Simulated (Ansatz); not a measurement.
# Is TiNiB in the AlB2 type a stable metal?, part 2 of 3

Question: is the lattice of TiNiB in the AlB2 type stable, and if so, what are its coupling constant and resistivity?

Ansatz 0.2.0; DFT PBEsol, scalar-relativistic, plane waves, PAW; PAW set soft_1.

So far. Step 2 (Rough relaxation): The largest force is now zero by symmetry and the largest stress component 0.22 GPa. Step 3 (Relaxing cell and atoms): The largest force is now zero by symmetry and the largest stress component 0.0058 GPa. The relaxed cell has a = 3.570, c = 2.877 Å (conventional setting).

The structure was built from a prototype and need not be the compound's stable phase.

### 4. Relaxing tightly for phonons

No force is left; the cell is relaxed once more with another smearing and tight thresholds.

File input.yaml:

```yaml
crystal:
  lattice:
    - [3.5697563324, -3.0361e-06, 0.0]
    - [-1.7848755368, 3.0915011872, 0.0]
    - [0.0, 0.0, 2.8773020842]
  atoms:
    - { symbol: Ti, position: [0.0, 0.0, 0.0] }
    - { symbol: B, position: [0.3333333333, 0.6666666667, 0.5] }
    - { symbol: Ni, position: [0.6666666667, 0.3333333333, 0.5] }
kpoints:
  mp_grid: { grid: [9, 9, 10] }
hamiltonian:
  xc: pbesol
  pseudopotentials: { kind: paw, azcp: { folder: soft_1 }, xc_functional: pbe }
scf:
  occupations: { method: methfessel_paxton, width: 0.2 }
output:
  forces: true
  stress: true
  eigenvalues: true
relax:
  adjacent_minimum: "off"
  f_tol: 0.001
  max_steps: 60
  cell: { stress_tol: 0.01 }
```

Run with:

```bash
$ ansatz run input.yaml --threads 4 --pin off --max-ram 12288MiB --backend cpu --events-out ev --progress --plain --runs-dir out
```

Numbers of over 12 decimals in the logs are rounded to 6 here.

The program printed:

```text
[the first part of the log is left out]
  E_paw        = -2711.220699  (= ΣΔE_a)
  E_vpaw       = -767.814645  (= ΣTr[D̂ρ^β])
  E_aug_tail   = 0.000813  (compensation charges beyond the density's cutoff)
  E_ewald      = -3999.328137
  E_core_change = 0.351385  (= ΣΔE_core)
  E_smearing   = 0.001226  (= −TS)
  E_closure    = 0.000000  (closes the sum)
  Σ components = -8432.997616   (vs F -8432.997616, Δ=0.00e0)
[...]
--- Stress (GPa, compression-positive) ---
       -0.002307      -0.000000       0.000000
       -0.000000      -0.002307       0.000000
        0.000000       0.000000      -0.004182
  P = ⅓ Tr σ = -0.0029 GPa (-0.029 kbar)
--- Band table (eV; the first three rows and the last of 72) ---
[...]
--- Relaxed structure (2 steps of the walk, 2 accepted, 1 SCFs on fresh bases) ---
[...]
cell:  # Å, volume = 31.7493 Å³
    - [3.569718, -3.0361024264655273e-6, 0.0]
    - [-1.784857, 3.091468, 0.0]
    - [0.0, 0.0, 2.876975]
  atoms:
    - { symbol: Ti, position: [0, 0, 0.0] }
    - { symbol: B, position: [0.333333, 0.666667, 0.5] }
    - { symbol: Ni, position: [0.666667, 0.333333, 0.5] }
```

Elapsed: 3.7 s, on 4 threads of Arm Neoverse V2, shared host; peak memory 0.47 GiB; 13 s of CPU time.

Little changed from the start: no atom moved by 0.005 Å and no cell edge by 0.1 %.

Numbers from this step:

```
pressure : -0.002932 GPa
```

The largest force is now zero by symmetry and the largest stress component 0.0042 GPa, small enough for phonons.

### 5. Phonons by linear response: q 2×2×2, k 6×6×6

Before any scattering is computed, the phonons show whether the structure is a minimum.

File input.yaml:

```yaml
crystal:
  lattice:
    - [3.5697182715, -3.0361e-06, 0.0]
    - [-1.7848565064, 3.0914682256, 0.0]
    - [0.0, 0.0, 2.8769751245]
  atoms:
    - { symbol: Ti, position: [0.0, 0.0, 0.0] }
    - { symbol: B, position: [0.3333333333, 0.6666666667, 0.5] }
    - { symbol: Ni, position: [0.6666666667, 0.3333333333, 0.5] }
kpoints:
  mp_grid: { grid: [6, 6, 6] }
hamiltonian:
  xc: pbesol
  pseudopotentials: { kind: paw, azcp: { folder: soft_1 }, xc_functional: pbe }
scf:
  occupations: { method: methfessel_paxton, width: 0.2 }
output:
  eigenvalues: true
phonons:
  method: dfpt
  qmesh: [2, 2, 2]
  temperatures: { t_max: 1000, t_step: 50 }
  qpath:
    path:
      - [[0.0, 0.0, 0.0], [0.5, 0.0, 0.0], [0.33333333, 0.33333333, 0.0], [0.0, 0.0, 0.0], [0.0, 0.0, 0.5], [0.5, 0.0, 0.5], [0.33333333, 0.33333333, 0.5], [0.0, 0.0, 0.5]]
      - [[0.5, 0.0, 0.5], [0.5, 0.0, 0.0]]
      - [[0.33333333, 0.33333333, 0.5], [0.33333333, 0.33333333, 0.0]]
    npoints: 10
```

The program printed:

```text
[...]
Crystal: 3 atoms, lattice volume = 31.749 Å³
Basis set: ecut = 420 eV, 627 PW (Γ), exchange–correlation on 48×48×40 points (8 copies of the dense FFT grid, shifted against one another)
Bands: 21, of which v1, the nominal top of the filled ones, is band 17 counted from 1 (16 counted from 0)
Symmetry: 12 space group operations
k-points: 28 of 216 (time reversal used)
[...]
SCF iter   1: F=—  HF=-8433.738510 eV  |F-HF|=—  |Δ(HF+E_count)|=         —  Δρ=1.01e-1  dr2=2.90e0  ethr=3.10e-3  ⟨swp⟩=3.9  Hψ=2155  notcnv=0
[...]
SCF iter   9: F=-8433.013980 eV  HF=-8433.013980 eV  |F-HF|=3.64e-12  |Δ(HF+E_count)|=  3.82e-11  S|Δr|=    0.00e0  Δρ=1.67e-7  dr2=5.03e-12  ethr=1.00e-12  ⟨swp⟩=4.3  Hψ=2835  notcnv=0
the search or the solves at the SCF's close seem to have found levels that the self-consistency loop had missed (the run counts 1). By its estimate they hold under 1e-12 electrons; where the run keeps them, the occupations were computed again with them
SCF 1 converged in 9 iterations: F = -8433.013980 eV  dr2 = 5.03e-12
[...]
phonons: the bands overlap, so this run is a metal and interpolates without the dipole-dipole term. If the crystal is really an insulator or semiconductor, its LO-TO splitting is missing
NSCF: frozen V_eff on 28 k-points
[...]
DFPT response loops at q = (0, 0, 0) (fractional): preconditioner auto → Kerker (q_TF=auto, 2.746 Å⁻¹) (partly filled bands, converged f_vac=0.000); β = 1.00, the filter's whole step (`scf.mixing.beta` (0.50) is not read by the response loops under this deck's `scf.mixing.preconditioner`; to damp them name `kerker` or `kerker_dos`, under which they read `scf.mixing.beta`, and type it under 1.00, their step now; both keys bind the ground state too); Broyden in place of MSR1
[...]
SCF converged after 9 iterations
Stability not checked: this state was not tested for a lower state beside it, because cold or Methfessel-Paxton smearing, or corrected tetrahedra, fill the levels in a way that the test cannot read (fill_not_monotonic; see scf.lower_state_search)
Free energy (F): -8433.013980 eV
[...]
Internal energy: -8433.014003 eV  (E = F + TS)
E sigma→0 (E₀):  -8433.013986 eV
Entropy (-TS):   0.000023 eV (0.008 meV/atom)
Fermi energy:    15.684287 eV
[...]
--- Band table (eV; the first three rows and the last of 28) ---
  k-point 0: bands = [... 13 lower, 13.6008, 15.0976, 15.0976, 15.5989, 18.0647, 18.0647, 19.1872, 21.5515]
  k-point 1: bands = [... 13 lower, 13.3467, 15.4747, 15.4747, 15.7375, 17.7343, 17.7343, 18.2749, 21.4604]
  k-point 2: bands = [... 13 lower, 12.8022, 15.0865, 16.4232, 16.4232, 17.4077, 17.4077, 18.6722, 20.5224]
  k-point 27: bands = [... 13 lower, 13.5586, 14.2381, 14.6148, 14.7748, 15.1489, 18.5722, 19.7853, 19.9096]
--- Phonons (Γ-DFPT): 6 representative perturbations + reference (Σ response iterations 21) ---
  ASR residual: 7.032e-5 → 0.000e0 eV/Å²; symmetrization residual: 6.410e-7 eV/Å²
  ASR residual per site (eV/Å²): 3.96e-5 1.98e-5 7.03e-5
  Γ frequencies (cm⁻¹): 0.00 0.00 0.00 226.65 226.65 245.26 377.80 532.72 532.72
--- Phonons (arbitrary-q DFPT): 4 irreducible q on the 2×2×2 mesh ---
  q = [0.0000, 0.0000, 0.0000] (star 1, of the zone-centre solve; hermiticity 1.11e-7, symmetrization 1.74e-8): 0.00 0.00 0.00 226.65 226.65 245.26 377.80 532.72 532.72
  q = [0.0000, 0.0000, -0.5000] (star 1, 6 solved perturbations in 324 linear systems a pass and spin channel, the states on 80 of 216 k-point pairs; hermiticity 1.57e-7, symmetrization 1.31e-7): -287.28 82.91 185.96 185.96 192.94 192.94 315.14 509.63 509.63
[...]
sum rule: each row above includes the acoustic sum rule's correction from the zone centre's row sums; it moved no ω² by more than (0.71 cm⁻¹)²
  mesh force constants: q→R imaginary residual 2.03e-17; ASR residual 7.032e-5 → 0.000e0 eV/Å²; symmetrization residual 1.243e-14 eV/Å²
  interpolated dispersion: 93 rows × 9 modes
  density of states and harmonic sums: on the 20×20×22 q-mesh, interpolated from the force constants of a 2×2×2 supercell (no non-analytic term)
  largest difference from the sums on the solved wave vectors: F 8.60e-2 eV, S 1.20e-4 and C_V 3.89e-5 eV/K
  zero-point energy: 0.150923 eV/cell   skipped modes (ω ≤ 0): 445, of them read as no rigid motion or as one in doubt: 442 (8.472e-1 modes/cell left out, lowest -287.28 cm⁻¹)   left out of the sums: 9.42e-2 of the cell's modes: C_V's classical limit lies that fraction below 3 k_B per atom; for a crystal, a wire or a layer, F and S can be off by more, and a phonons.interpolated_qmesh denser along its periods is the remedy for the sampling
```

Run time: 32 s. Hardware: 4 threads; peak memory 0.62 GiB.

Reading the cycles: dr2 is the Hartree energy of the density residual (eV), the measure of convergence; HF is the Harris–Foulkes estimate of the energy, which meets the free energy F at convergence.

This step gave:

```
share of imaginary modes in the plain interpolation between solved wavevectors : 0.0964
highest frequency, solved or plainly interpolated                              : 578.4 cm⁻¹
```

Solved on the 2×2×2 mesh alone; all other wavevectors are interpolated. Phonon branches along the path, in cm⁻¹:

| point | branch 1 | branch 2 | branch 3 | branch 4 | branch 5 | branch 6 | branch 7 | branch 8 | branch 9 |
| --- | --- | --- | --- | --- | --- | --- | --- | --- | --- |
| Γ | 0 | 0 | 0 | 227 | 227 | 245 | 378 | 533 | 533 |
| halfway | 112 | 116 | 188 | 221 | 222 | 232 | 359 | 547 | 554 |
| M | 163 | 176 | 181 | 216 | 218 | 284 | 337 | 561 | 574 |
| halfway | 173 | 178 | 179 | 213 | 217 | 290 | 334 | 563 | 576 |
| K | 179 | 180 | 186 | 209 | 214 | 297 | 331 | 566 | 578 |
| halfway | 126 | 132 | 199 | 214 | 225 | 238 | 354 | 550 | 559 |
| Γ | 0 | 0 | 0 | 227 | 227 | 245 | 378 | 533 | 533 |
| halfway | 89 | 115 | 115 | 156 | 220 | 220 | 285 | 521 | 521 |
| A | -287 | 83 | 186 | 186 | 193 | 193 | 315 | 510 | 510 |
| halfway | -258 | -107 | 194 | 196 | 222 | 222 | 324 | 528 | 542 |
| L | -229 | -152 | 199 | 203 | 244 | 255 | 327 | 546 | 572 |
| halfway | -226 | -156 | 202 | 205 | 246 | 255 | 327 | 550 | 574 |
| H | -222 | -159 | 202 | 211 | 250 | 256 | 326 | 554 | 577 |
| halfway | -250 | -122 | 196 | 199 | 228 | 228 | 326 | 533 | 549 |
| A | -287 | 83 | 186 | 186 | 193 | 193 | 315 | 510 | 510 |
| jump to L | -229 | -152 | 199 | 203 | 244 | 255 | 327 | 546 | 572 |
| halfway | 15 | 171 | 176 | 216 | 233 | 258 | 284 | 553 | 573 |
| M | 163 | 176 | 181 | 216 | 218 | 284 | 337 | 561 | 574 |
| jump to H | -222 | -159 | 202 | 211 | 250 | 256 | 326 | 554 | 577 |
| halfway | -36 | 174 | 192 | 210 | 243 | 264 | 279 | 560 | 577 |
| K | 179 | 180 | 186 | 209 | 214 | 297 | 331 | 566 | 578 |

The phonon branches as a text plot (rows in cm⁻¹):

```
    560 |  **************            ***********   **************
    524 |***            **************        *****
    488 |
    452 |
    416 |
    380 |***            ****
    344 |   ************              *********          *
    308 |        ***        * ********         *******  * **   **
    272 |    ****   ***      *          *****      ************
    236 |********   **********      *************  **************
    200 |   ***********       ***********************************
    164 |  * ***********       **                     ****   * **
    128 |   **        ***     *
     91 | **           **    ******                    *    * *
     55 |**              *  *                     *
     19 |*               * *                     *    *
    -17 |                 *
    -53 |                          *                         *
    -89 |                     *                 *           *
   -125 |                           **        **    **
   -161 |                             ********     *      **
   -197 |                      *                    *     **
   -233 |                            ***********   *
   -269 |                       *****           ***
         Γ     M   K      Γ      A     L   H      A|L    M|H    K
```

Lowest modes at the softest wavevector of the mesh. Modes at q = (0.000, 0.000, 0.500), with each element's share of the kinetic energy (negative means imaginary):

| mode | frequency (cm⁻¹) | Ti % | B % | Ni % |
| --- | --- | --- | --- | --- |
| 1 | -287.3 | 0 | 90 | 10 |
| 2 | 82.9 | 0 | 10 | 90 |
| 3 | 186.0 | 100 | 0 | 0 |
| 4 | 186.0 | 100 | 0 | 0 |
| 5 | 192.9 | 0 | 9 | 91 |
| 6 | 192.9 | 0 | 9 | 91 |

Displacements in mode 1 (-287.3 cm⁻¹), the largest set to 1, in the home cell:
```
Ti1  0.00  0.00  0.00
B2   0.00  0.00  1.00
Ni3  0.00  0.00 -0.14
```

Displacements in mode 5 (192.9 cm⁻¹), the largest set to 1, in the home cell (x, y, z of the real part, then of the imaginary part):
```
Ti1  0.00  0.00  0.00  0.00  0.00  0.00
B2  -0.25 -0.74  0.00 -0.03  0.01  0.00
Ni3 -0.34 -1.00  0.00 -0.04  0.01  0.00
```

Among the solved wavevectors the lowest mode, translations apart, is -287 cm⁻¹, imaginary.

### 6. Phonons: q 3×3×2, k 9×9×8

An imaginary mode on so few k-points may come from the sampling, so the phonons are repeated with another q and k mesh.

input.yaml: that of step 5 with these lines changed.

```diff
@@ -10,3 +10,3 @@
 kpoints:
-  mp_grid: { grid: [6, 6, 6] }
+  mp_grid: { grid: [9, 9, 8] }
 hamiltonian:
@@ -20,3 +20,3 @@
   method: dfpt
-  qmesh: [2, 2, 2]
+  qmesh: [3, 3, 2]
   temperatures: { t_max: 1000, t_step: 50 }
```

The program printed:

```text
[...]
Crystal: 3 atoms, lattice volume = 31.749 Å³
Basis set: ecut = 420 eV, 627 PW (Γ), exchange–correlation on 48×48×40 points (8 copies of the dense FFT grid, shifted against one another)
Bands: 21, of which v1, the nominal top of the filled ones, is band 17 counted from 1 (16 counted from 0)
Symmetry: 12 space group operations
k-points: 60 of 648 (time reversal used)
[...]
SCF iter   1: F=—  HF=-8433.725398 eV  |F-HF|=—  |Δ(HF+E_count)|=         —  Δρ=1.01e-1  dr2=2.95e0  ethr=3.10e-3  ⟨swp⟩=3.9  Hψ=4616  notcnv=0
[...]
SCF iter  10: F=-8432.995027 eV  HF=-8432.995027 eV  |F-HF|=1.82e-12  |Δ(HF+E_count)|=  5.46e-12  S|Δr|=    0.00e0  Δρ=1.34e-7  dr2=3.19e-12  ethr=1.00e-12  ⟨swp⟩=5.4  Hψ=5618  notcnv=0
SCF 1 converged in 10 iterations: F = -8432.995027 eV  dr2 = 3.19e-12
[...]
SCF converged after 10 iterations
[...]
Free energy (F): -8432.995027 eV
[...]
Internal energy: -8432.986074 eV  (E = F + TS)
E sigma→0 (E₀):  -8432.992789 eV
Entropy (-TS):   -0.008954 eV (-2.985 meV/atom)
Fermi energy:    15.713067 eV
[...]
--- Band table (eV; the first three rows and the last of 60) ---
  k-point 0: bands = [... 13 lower, 13.5894, 15.1007, 15.1007, 15.6231, 18.0930, 18.0930, 19.1871, 21.5616]
  k-point 1: bands = [... 13 lower, 13.4438, 15.3153, 15.3153, 15.7400, 17.8794, 17.8794, 18.5583, 21.5512]
  k-point 2: bands = [... 13 lower, 13.0692, 15.4783, 15.9128, 15.9128, 17.5467, 17.5467, 18.2113, 21.1036]
  k-point 59: bands = [... 13 lower, 13.5755, 14.2550, 14.6066, 14.7563, 15.1326, 18.6056, 19.7845, 19.9064]
[...]
ASR residual: 7.913e-5 → 0.000e0 eV/Å²; symmetrization residual: 7.203e-7 eV/Å²
  ASR residual per site (eV/Å²): 4.24e-5 3.03e-5 7.91e-5
  Γ frequencies (cm⁻¹): 0.00 0.00 0.00 235.65 235.65 237.51 383.65 536.10 536.10
--- Phonons (arbitrary-q DFPT): 6 irreducible q on the 3×3×2 mesh ---
[...]
interpolated dispersion: 93 rows × 9 modes
[...]
```

Wall time 2.8 min (4 threads); peak memory 1.1 GiB; 11 min of CPU time.

Numbers from this step:

```
share of imaginary modes in the plain interpolation between solved wavevectors : 0.1103
highest frequency, solved or plainly interpolated                              : 588.6 cm⁻¹
```

Solved on the 3×3×2 mesh alone; all other wavevectors are interpolated. Phonon branches along the path, in cm⁻¹:

| point | branch 1 | branch 2 | branch 3 | branch 4 | branch 5 | branch 6 | branch 7 | branch 8 | branch 9 |
| --- | --- | --- | --- | --- | --- | --- | --- | --- | --- |
| Γ | 0 | 0 | 0 | 236 | 236 | 238 | 384 | 536 | 536 |
| halfway | 104 | 105 | 168 | 216 | 228 | 228 | 361 | 539 | 550 |
| M | 146 | 157 | 169 | 180 | 216 | 280 | 338 | 550 | 567 |
| halfway | 75 | 171 | 178 | 202 | 225 | 280 | 338 | 543 | 580 |
| K | -28 | 169 | 179 | 216 | 234 | 283 | 338 | 541 | 589 |
| halfway | 99 | 118 | 199 | 208 | 209 | 242 | 356 | 536 | 558 |
| Γ | 0 | 0 | 0 | 236 | 236 | 238 | 384 | 536 | 536 |
| halfway | -108 | 113 | 114 | 114 | 226 | 226 | 286 | 519 | 519 |
| A | -398 | 105 | 185 | 185 | 196 | 196 | 331 | 502 | 502 |
| halfway | -370 | -116 | 177 | 193 | 218 | 218 | 327 | 518 | 538 |
| L | -334 | -160 | 188 | 196 | 231 | 239 | 318 | 535 | 571 |
| halfway | -330 | -153 | 189 | 195 | 242 | 250 | 317 | 531 | 576 |
| H | -324 | -148 | 190 | 195 | 252 | 259 | 316 | 528 | 582 |
| halfway | -362 | -128 | 178 | 191 | 224 | 227 | 325 | 519 | 548 |
| A | -398 | 105 | 185 | 185 | 196 | 196 | 331 | 502 | 502 |
| jump to L | -334 | -160 | 188 | 196 | 231 | 239 | 318 | 535 | 571 |
| halfway | -81 | 53 | 168 | 197 | 211 | 252 | 277 | 542 | 569 |
| M | 146 | 157 | 169 | 180 | 216 | 280 | 338 | 550 | 567 |
| jump to H | -324 | -148 | 190 | 195 | 252 | 259 | 316 | 528 | 582 |
| halfway | 52 | 53 | 130 | 205 | 248 | 254 | 276 | 535 | 585 |
| K | -28 | 169 | 179 | 216 | 234 | 283 | 338 | 541 | 589 |

The phonon branches as a text plot (rows in cm⁻¹):

```
    568 |   ************             ***********   **************
    527 |*****  ****************   *************** *****  *******
    486 |                       ***              **
    445 |
    404 |                 *
    363 |*****       ***** *
    321 |     *******       *  **********************   ****   **
    280 |     ********       **                      ************
    239 |*****  ***************      ***********   *****  *******
    198 |   ************     * **********************************
    157 |  **************      **   *          **    ***** **  **
    116 |   **  *      *      ****                      *    **
     75 | **     *   ****   **    *               *    *
     34 |**       * *    * *                     *    *      * *
     -7 |                 *                                     *
    -48 |          *               *
    -90 |                                       *     *     *
   -131 |                           **    ******    **    **
   -172 |                             ****         *        *
   -213 |
   -254 |                     *                      *
   -295 |                      *                    *      *
   -336 |                             *********    *      *
   -377 |                       ******         ****
         Γ     M   K      Γ      A     L   H      A|L    M|H    K
```

Lowest modes at the softest wavevector of the mesh. Modes at q = (0.000, 0.000, 0.500), with each element's share of the kinetic energy (negative means imaginary):

| mode | frequency (cm⁻¹) | Ti % | B % | Ni % |
| --- | --- | --- | --- | --- |
| 1 | -397.8 | 0 | 94 | 6 |
| 2 | 105.3 | 0 | 6 | 94 |
| 3 | 184.8 | 100 | 0 | 0 |
| 4 | 184.8 | 100 | 0 | 0 |
| 5 | 195.9 | 0 | 8 | 92 |
| 6 | 195.9 | 0 | 8 | 92 |

Displacements in mode 1 (-397.8 cm⁻¹), the largest set to 1, in the home cell:
```
Ti1  0.00  0.00  0.00
B2   0.00  0.00  1.00
Ni3  0.00  0.00 -0.11
```

Displacements in mode 3 (184.8 cm⁻¹), the largest set to 1, in the home cell:
```
Ti1 0.00 1.00 0.00
B2  0.00 0.00 0.00
Ni3 0.00 0.00 0.00
```

The modes has structure finer than the step of the table below, so its rows give means over 25 cm⁻¹, whole bins alone (the curve runs from -405 to 616 cm⁻¹). Peaks (cm⁻¹: height): B 333.2: 0.00525, 532.3: 0.0415; Ni -142.0: 0.00458, 198.4: 0.0300; Ti 224.1: 0.0276, 314.0: 0.011.

Phonopy on the run's constants, 19x19x19 mesh, Gaussian sigma 7.3 cm⁻¹. Table of modes by wavenumber; means over each step; values in 1/cm⁻¹/cell:

| wavenumber (cm⁻¹) | B | Ni | Ti |
| --- | --- | --- | --- |
| -375 | 0.00123 | 7.5e-5 | 3.0e-6 |
| -350 | 0.00245 | 1.1e-4 | 1.5e-5 |
| -325 | 0.00386 | 1.1e-4 | 2.7e-5 |
| -300 | 0.00226 | 7.1e-5 | 2.1e-5 |
| -275 | 0.00200 | 4.9e-5 | 1.8e-5 |
| -250 | 0.00126 | 6.6e-5 | 1.7e-5 |
| -225 | 0.00170 | 7.7e-5 | 3.5e-5 |
| -200 | 0.00105 | 2.3e-5 | 1.8e-5 |
| -175 | 4.3e-5 | 1.8e-4 | 4.6e-5 |
| -150 | 9.6e-4 | 0.00325 | 8.3e-4 |
| -125 | 0.00150 | 0.00380 | 0.00113 |
| -100 | 0.00108 | 0.00292 | 9.5e-4 |
| -75 | 3.4e-4 | 0.00133 | 4.5e-4 |
| -50 | 3.5e-4 | 0.00109 | 3.7e-4 |
| -25 | 3.1e-4 | 0.00119 | 4.0e-4 |
| 0 | 6.6e-5 | 3.2e-4 | 1.2e-4 |
| 25 | 8.3e-5 | 8.1e-4 | 4.5e-4 |
| 50 | 2.0e-4 | 0.00285 | 0.00182 |
| 75 | 4.0e-4 | 0.00419 | 0.00336 |
| 100 | 4.0e-4 | 0.00477 | 0.00436 |
| 125 | 0.00105 | 0.00506 | 0.00481 |
| 150 | 0.00195 | 0.00771 | 0.00838 |
| 175 | 0.00194 | 0.00943 | 0.0146 |
| 200 | 0.00232 | 0.0254 | 0.0151 |
| 225 | 0.00191 | 0.0197 | 0.0244 |
| 250 | 0.00197 | 0.0118 | 0.0122 |
| 275 | 0.00192 | 0.00773 | 0.00898 |
| 300 | 0.00268 | 0.00102 | 0.00861 |
| 325 | 0.00398 | 2.5e-4 | 0.00693 |
| 350 | 0.00316 | 7.1e-5 | 4.0e-4 |
| 375 | 8.4e-4 | 3.4e-5 | 4.3e-5 |
| 400 | 3.3e-5 | 7.0e-7 | 7.0e-7 |
| 425 | 0 | 0 | 0 |
| 450 | 0 | 0 | 0 |
| 475 | 1.3e-5 | 1.4e-6 | 0 |
| 500 | 0.00294 | 2.1e-4 | 2.5e-5 |
| 525 | 0.0278 | 0.00132 | 4.3e-4 |
| 550 | 0.0253 | 0.00151 | 3.8e-4 |
| 575 | 0.0168 | 0.00136 | 1.5e-4 |
| 600 | 0.00171 | 1.3e-4 | 1.3e-5 |

No LO-TO term; unit eigenvectors of the mass-weighted matrix. Modes at Γ, with each element's share of the kinetic energy:

| mode | frequency (cm⁻¹) | symmetry | Ti % | B % | Ni % |
| --- | --- | --- | --- | --- | --- |
| 1 | 0.0 | unnamed | 41 | 9 | 50 |
| 2 | 0.0 | unnamed | 41 | 9 | 50 |
| 3 | 0.0 | unnamed | 41 | 9 | 50 |
| 4 | 235.7 | E' | 58 | 2 | 39 |
| 5 | 235.7 | E' | 58 | 2 | 39 |
| 6 | 237.5 | A2'' | 55 | 0 | 45 |
| 7 | 383.6 | A2'' | 4 | 91 | 5 |
| 8 | 536.1 | E' | 1 | 89 | 11 |
| 9 | 536.1 | E' | 1 | 89 | 11 |

Displacements in mode 4 (235.7 cm⁻¹), the largest set to 1:
```
Ti1 -0.11  1.00  0.00
B2   0.05 -0.41  0.00
Ni3  0.08 -0.74  0.00
```

Displacements in mode 9 (536.1 cm⁻¹), the largest set to 1:
```
Ti1  0.00 -0.04  0.00
B2   0.00  1.00  0.00
Ni3  0.00 -0.15  0.00
```

Among the solved wavevectors the lowest mode, translations apart, is -398 cm⁻¹, imaginary.

(Part 2 of 3 ends here.)

[Logs are printed without paths, hosts, clocks, repeated set-up lines and the standing remarks that a program may print on its own settings, such as how far it seeks lower states.]

[Hosts, paths, dates, database ids (printed as entryN), source tags and the programs' standing remarks are cut or masked in the printed files.]
